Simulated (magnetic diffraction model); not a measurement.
## Er₂BeS₄ below its ordering temperature

Space group Cmc2_1 (no. 36), a = 3.6630 Å, b = 12.3570 Å, c = 12.7140 Å.

```
site  atom    x       y       z
  4a    Er    0  0.1426  0.0785
  4a    Er    0  0.3799  0.2850
  4a     S    0  0.0323  0.2675
  4a     S  1/2  0.2599  0.3949
  4a     S    0  0.4836  0.4981
  4a     S  1/2  0.2941  0.1358
  4a    Be    0  0.1248  0.4514
```

This is a made-up structure (elements placed in a structure type, unrelaxed), so the numbers test the method and describe no known phase.

Only Er is taken to order (form factors of Er3+); orders and moment sizes are assumed, and not adapted to the symmetry. Radiation: neutrons of λ = 1.909 Å, 5° to 45°; isotropic B of 0.15 Å² (Er), 0.2 Å² (S) and 0.28 Å² (Be). Simulated constant-wavelength pattern: nuclear and magnetic terms add, the magnetic one as |2.695 fm × Σ f S⊥ exp(2πi Q·r) exp(−B s²)|², summed over all Q at one angle with the factor 1/(sin²θ cos θ). For collinear order S is the moment m, which repeats by lattice and centring translations R with the sign exp(−2πi k·R). Free-ion form factors, Sears's scattering lengths of 1992, no absorption; a label names one of the reflections at its angle. The strongest nuclear line in the range is 100, and lines under 0.2 are left out.

Above the ordering temperature:

```
2θ (°)    index      I
 17.27  (0 0 2)    8.3
 17.77  (0 2 0)    0.4
 19.78  (0 2 1)    2.6
 24.88  (0 2 2)    2.5
 31.54  (1 1 0)    8.3
 31.70  (0 2 3)   93.0
 32.76  (1 1 1)   21.2
 34.95  (0 0 4)    5.0
 35.99  (0 4 0)   20.0
 36.18  (1 1 2)   23.0
 37.08  (0 4 1)    0.8
 39.47  (0 2 4)   21.2
 40.18  (0 4 2)    0.7
 40.82  (1 3 0)   18.0
 41.34  (1 1 3)    1.5
 41.80  (1 3 1)   70.1
 44.63  (1 3 2)  100.0
 44.96  (0 4 3)    1.0
```

Below it (cell unchanged):

| 2θ (°) | I |
| --- | --- |
| 8.61 | 491.6 |
| 17.27 | 127.8 |
| 17.77 | 0.4 |
| 19.78 | 35.6 |
| 24.88 | 59.1 |
| 26.03 | 50.7 |
| 31.54 | 61.4 |
| 31.70 | 136.2 |
| 32.76 | 151.8 |
| 34.95 | 31.8 |
| 35.99 | 20.0 |
| 36.18 | 103.2 |
| 37.08 | 3.9 |
| 39.47 | 55.1 |
| 40.18 | 7.0 |
| 40.82 | 47.7 |
| 41.34 | 81.7 |
| 41.80 | 95.1 |
| 44.09 | 15.9 |
| 44.63 | 154.5 |
| 44.96 | 13.3 |

**Question.** Find the propagation vector, then choose among these models:
A. collinear moments along [001], 6.4 μB on Er; signs + at (0, 0.1426, 0.0785), + at (1/2, 0.3574, 0.5785), + at (0, 0.3799, 0.2850), − at (1/2, 0.1201, 0.7850)
B. collinear moments along [001], 6.4 μB on Er; signs + at (0, 0.1426, 0.0785), + at (1/2, 0.3574, 0.5785), − at (0, 0.3799, 0.2850), + at (1/2, 0.1201, 0.7850)
C. collinear moments along [010], 6.4 μB on Er; signs + at (0, 0.1426, 0.0785), + at (1/2, 0.3574, 0.5785), + at (0, 0.3799, 0.2850), − at (1/2, 0.1201, 0.7850)
D. collinear moments along [010], 6.4 μB on Er; signs + at (0, 0.1426, 0.0785), + at (1/2, 0.3574, 0.5785), − at (0, 0.3799, 0.2850), + at (1/2, 0.1201, 0.7850)

No line moves, and magnetic intensity falls on nuclear lines such as the one at 32.76°; new lines at (0 0 1), (0 0 3) and (0 0 5) have whole indices that obey the lattice centring, at places with no nuclear intensity to speak of, so the magnetic cell equals the chemical primitive cell: k = 0.

Magnetic intensity, observed (below minus above) and for each model:

| 2θ (°) | index | observed | A | B | C | D |
| --- | --- | --- | --- | --- | --- | --- |
| 8.61 | (0 0 1) | 491.6 | <0.2 | <0.2 | 491.6 | 491.6 |
| 17.27 | (0 0 2) | 119.5 | <0.2 | <0.2 | 119.5 | 119.5 |
| 17.77 | (0 2 0) | <0.2 | 117.6 | 117.6 | <0.2 | <0.2 |
| 19.78 | (0 2 1) | 33.0 | 139.6 | 139.6 | 33.0 | 33.0 |
| 26.03 | (0 0 3) | 50.7 | <0.2 | <0.2 | 50.7 | 50.7 |
| 34.95 | (0 0 4) | 26.8 | <0.2 | <0.2 | 26.8 | 26.8 |
| 37.08 | (0 4 1) | 3.1 | 52.0 | 52.0 | 3.1 | 3.1 |
| 41.34 | (1 1 3) | 80.2 | 49.9 | 49.9 | 80.2 | 80.2 |

Models C and D match alike on every line, so these data can't choose among them (such ties are often domains of one structure).

The absence at (0 2 0) is telling: Q lies along the moments there, so the part normal to Q vanishes.

The structure used: k = (0 0 0), collinear moments along [010], 6.4 μB on Er; signs + at (0, 0.1426, 0.0785), + at (1/2, 0.3574, 0.5785), + at (0, 0.3799, 0.2850), − at (1/2, 0.1201, 0.7850).

[Logs are printed without paths, hosts, clocks, repeated set-up lines and the standing remarks that a program may print on its own settings, such as how far it seeks lower states.]
